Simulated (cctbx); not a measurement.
# Interatomic vectors of Li3Sm4Hf4Cu

Space group P6_3mc (no. 186), a = 9.0650 Å, b = 9.0650 Å, c = 7.5410 Å, α = 90.00°, β = 90.00°, γ = 120.00°, content Hf8 Sm8 Cu2 Li6.

The data are simulated with cctbx, not measured: Ga Kα, λ = 1.3414 Å, to d = 0.83 Å, 95 % of the full sphere, strongest reflection 70000 counts, noise from counting, a 3 % proportional error and a noise floor of 8 counts (s.d.); no absorption.

Patterson synthesis, origin scaled to 1000:

```text
Patterson group P 6/m m m
      u       v       w   height  length (A)
  0.000   0.000   0.000   1000.0     0.00
  0.000   0.500   0.000    727.8     4.53
  0.333   0.667   0.248    375.3     5.56
  0.000   0.500   0.500    369.4     5.90
  0.166   0.332   0.250    368.0     3.22
  0.333   0.667   0.500    253.2     6.45
  0.166   0.333   0.500    224.4     4.59
  0.000   0.000   0.500    215.3     3.77
  0.171   0.343   0.116     18.4     2.83
  0.000   0.115   0.088      8.0     1.24
  0.162   0.324   0.000      4.7     2.54
  0.078   0.156   0.000      1.2     1.23
  0.071   0.143   0.057      0.8     1.20
  0.000   0.069   0.146      0.7     1.27
```

**Question.** Which atom pairs make the peaks, and where is the heaviest atom?

A peak at u stands for all pairs with xi − xj = u, with weight Σ ZiZj against Σ Z² = 73960 at the origin. Peak heights follow these weights only roughly, since form factors, motion and series ripples differ, all vectors within 0.55 Å of a peak are counted as merged into it though the farther ones add only part of their weight, and F(000) is left out, which lowers the whole map:

| u | v | w | shortest length (Å) | height | 1000 ΣZiZj/ΣZ² | pairs in the cell |
| --- | --- | --- | --- | --- | --- | --- |
| 0.000 | 0.500 | 0.000 | 4.53 | 728 | 977 | 8 × Hf–Hf, 8 × Sm–Sm, 4 × Li–Li |
| 0.333 | 0.667 | 0.248 | 5.55 | 375 | 498 | 8 × Hf–Sm, 6 × Sm–Li |
| 0.000 | 0.500 | 0.500 | 5.90 | 369 | 564 | 8 × Sm–Sm, 4 × Hf–Cu, 12 × Hf–Li |
| 0.166 | 0.332 | 0.250 | 3.22 | 368 | 498 | 8 × Hf–Sm, 6 × Sm–Li |
| 0.333 | 0.667 | 0.500 | 6.45 | 253 | 292 | 4 × Hf–Hf, 1 × Cu–Cu, 3 × Li–Li |
| 0.166 | 0.333 | 0.500 | 4.59 | 224 | 281 | 4 × Hf–Hf, 2 × Li–Li |
| 0.000 | 0.000 | 0.500 | 3.77 | 215 | 451 | 8 × Sm–Sm, 12 × Hf–Li |

The table stops at ten peaks or at a height of 45, below which ripples compete. In the model behind the data Hf, the heaviest element, has 2 independent sites: (2/3, 1/3, 0.7434) and (0.8320, 0.1680, 0.2693), up to an allowed shift of origin; the Hf–Hf vectors are differences of these positions and their symmetry mates. Elements of similar Z can't be told apart from the map alone. The whole model:

| atom | mult. | x | y | z | Ueq (Å²) |
| --- | --- | --- | --- | --- | --- |
| Hf1 | 2 | 2/3 | 1/3 | 0.7434 | 0.0135 |
| Hf2 | 6 | 0.8320 | 0.1680 | 0.2693 | 0.0140 |
| Sm1 | 2 | 0 | 0 | 0.5024 | 0.0151 |
| Sm2 | 6 | 0.4828 | 0.5172 | 0.5038 | 0.0158 |
| Cu1 | 2 | 2/3 | 1/3 | 0.3376 | 0.0199 |
| Li1 | 6 | 0.8345 | 0.1655 | 0.7160 | 0.0364 |

This is a model crystal, built by substitution and not relaxed, with assumed displacement parameters.

[Logs are printed without paths, hosts, clocks, repeated set-up lines and the standing remarks that a program may print on its own settings, such as how far it seeks lower states.]
